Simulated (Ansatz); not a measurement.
# Optical response of PbSe (Clausthalite), part 2 of 2

Wanted: where PbSe (Clausthalite) starts to absorb, how strongly, and its refractive index.

Ansatz 0.2.0; DFT, PBE, plane-wave PAW, default files, scalar-relativistic, independent-particle optical response without local fields.

So far. Step 2 (Ground state and bands): There is a gap, 0.29 eV on the path, so no carriers' term is needed. The cell is left with a pressure of 2.4 GPa, as it stands unrelaxed at this level.

### 3. Spectrum (continued)

Values under 1 per cm are given as 1. Table of absorption coefficient, any direction by photon energy:

```tsv
photon energy (eV)	absorption coefficient, any direction (1/cm)
0.00	1
1.00	42611
2.00	4.1e5
3.00	1.4e6
4.00	1.3e6
5.00	1.1e6
6.00	9.0e5
7.00	1.1e6
8.00	1.4e6
9.00	1.2e6
10.00	1.3e6
11.00	1.3e6
12.00	1.2e6
13.00	1.1e6
14.00	8.7e5
15.00	5.7e5
16.00	4.3e5
17.00	3.8e5
18.00	5.0e5
19.00	7.7e5
20.00	5.9e5
```

The reflectivity at normal incidence, any direction has structure finer than the step of the table below, so its rows give means over 0.5 eV, whole bins alone (the curve runs from 0 to 20 eV). Peaks (eV: height): 2.85: 70.9, 7.10: 37.8, 8.20: 41.3, 13.55: 40.3.

Reflectivity at normal incidence, any direction against photon energy; means over each step:

photon energy (eV), reflectivity at normal incidence, any direction (%) and a bar:
```
      0.5       44.0 ###################
      1.0       46.0 ####################
      1.5       49.6 #####################
      2.0       55.6 ########################
      2.5       65.3 ############################
      3.0       69.6 ##############################
      3.5       67.2 #############################
      4.0       68.2 #############################
      4.5       66.0 ############################
      5.0       61.0 ##########################
      5.5       50.0 #####################
      6.0       39.6 #################
      6.5       26.2 ###########
      7.0       31.1 #############
      7.5       23.4 ##########
      8.0       34.9 ###############
      8.5       39.7 #################
      9.0       34.1 ##############
      9.5       34.1 ##############
     10.0       34.5 ##############
     10.5       35.7 ###############
     11.0       34.5 ##############
     11.5       35.2 ###############
     12.0       34.2 ##############
     12.5       36.0 ###############
     13.0       35.3 ###############
     13.5       38.5 ################
     14.0       34.6 ##############
     14.5       27.0 ###########
     15.0       19.0 ########
     15.5       11.9 ####
     16.0        7.7 ###
     16.5        5.3 ##
     17.0        3.8 #
     17.5        1.9 
     18.0        2.3 
     18.5        3.9 #
     19.0        5.6 ##
     19.5        4.9 #
```

The refractive index n and extinction k by photon energy:

```tsv
photon energy (eV)	n	k
0.0	4.78	0
0.5	4.92	0.170
1.0	5.17	0.420
1.5	5.61	0.967
2.0	6.19	2.00
2.5	5.74	4.56
3.0	2.58	4.66
3.5	1.92	3.82
4.0	1.25	3.27
4.5	0.922	2.68
5.0	0.773	2.20
5.5	0.799	1.75
6.0	0.833	1.48
6.5	1.11	1.22
7.0	1.32	1.60
7.5	1.30	1.13
8.0	1.40	1.70
8.5	0.944	1.55
9.0	0.838	1.27
9.5	0.822	1.32
10.0	0.809	1.33
10.5	0.716	1.22
11.0	0.686	1.14
11.5	0.623	1.08
12.0	0.577	0.996
12.5	0.501	0.946
13.0	0.477	0.871
13.5	0.383	0.801
14.0	0.366	0.611
14.5	0.401	0.487
15.0	0.463	0.376
15.5	0.546	0.286
16.0	0.627	0.265
16.5	0.690	0.235
17.0	0.730	0.219
17.5	0.849	0.187
18.0	0.916	0.276
18.5	0.901	0.360
19.0	0.810	0.401
19.5	0.771	0.329
20.0	0.789	0.294
```

From ε follow the optical constants at some laser and lamp lines:

```tsv
wavelength (nm)	n	k	R (%)	1/α
1550	5.05	0.294	44.9	419 nm
1064	5.30	0.548	47.0	154 nm
800	5.63	1.048	50.0	61 nm
532	6.20	3.520	61.4	12 nm
405	2.42	4.480	69.6	7.2 nm
365	2.04	3.884	66.4	7.5 nm
248	0.77	2.204	61.3	9.0 nm
```

A polished face would reflect 60 % of daylight and look faintly blue (CIE x = 0.295, y = 0.312 under D65).

The f-sum over the summed bands holds 19.6 of the cell's 30 electrons outside the frozen cores, 22 of which lie in bands more than 12 eV below the Fermi level, whose transitions come at higher energies. Up to 20 eV the strength has a mean oscillator energy of 3.4 eV, well above the main peak, so higher transitions carry much of it.

### 4. What came out

```yaml
gap_on_the_path: 0.288 eV
least_direct_gap_on_the_path: 0.288 eV
electronic_dielectric_constant_eps_infinity_mean_over_x_y_and_z_by_symmetry_where_fewer_were_run_independent_particles: 22.9
absorption_onset_first_axis_alpha_over_1e4_cm_minus1_or_the_direct_gap_if_that_lies_higher: 0.539 eV
main_peak_of_im_epsilon_first_axis: 2.55 eV
centre_of_weight_of_the_strongest_loss_peak_in_the_window_first_axis: 14.9 eV
photocurrent_from_vertical_transitions_in_a_film_500_nm_thick_on_a_perfect_mirror_two_passes_am1p5g_no_front_reflection_all_carriers_collected: 64.4 mA/cm²
```

In words: At this level (PBE, independent particles) PbSe has ε∞ = 22.9 and n = 5.05 at 1550 nm; absorption sets in near 0.5 eV, and Im ε peaks at 2.5 eV. The gap on the path is direct, 0.29 eV. The absorption coefficient passes 10⁴ cm⁻¹ at 0.54 eV, in the infrared, so it absorbs across the visible. The strongest loss structure up to 20 eV has its centre of weight at 14.9 eV; a free-electron gas of the 19.6 electrons in the f-sum would put its plasmon at 21.7 eV. Distinct maxima of Im ε, read by a parabola through the highest points, lie at 2.55 eV (53) and 7.98 eV (4.8). The f-sum over the summed bands holds 19.6 of the cell's 30 electrons outside the frozen cores, 22 of which lie in bands more than 12 eV below the Fermi level, whose transitions come at higher energies. Up to 20 eV the strength has a mean oscillator energy of 3.4 eV, well above the main peak, so higher transitions carry much of it. A polished face would reflect 60 % of daylight and look faintly blue (CIE x = 0.295, y = 0.312 under D65). Excitons and phonon-assisted transitions are missing, and so are local fields; PBE gaps are as a rule too small, which pulls the onset down and ε∞ up, while the missing spin-orbit coupling works the other way with such heavy atoms. In the base run ε includes the program's bounded estimate of what the bands above those summed add. Spin-orbit coupling is left out although heavy atoms are present.

Calculation against experiment:

```
                 quantity  measured              PBE
band gap (least gap) (eV)      0.24  0.29 (+0.05 eV)
```

Measured values from pmc:9296461 (2022).

Verdict: The band gap is off by +0.05 eV. An optical gap can lie under the band gap by the exciton's binding. Spin-orbit coupling, left out here, can change the gap with such heavy elements. Zero-point and thermal motion shift the measured gap. No cell relaxation is part of this session.

[Logs are printed without paths, hosts, clocks, repeated set-up lines and the standing remarks that a program may print on its own settings, such as how far it seeks lower states.]

[Hosts, paths, dates, database ids (printed as entryN), source tags and the programs' standing remarks are cut or masked in the printed files.]
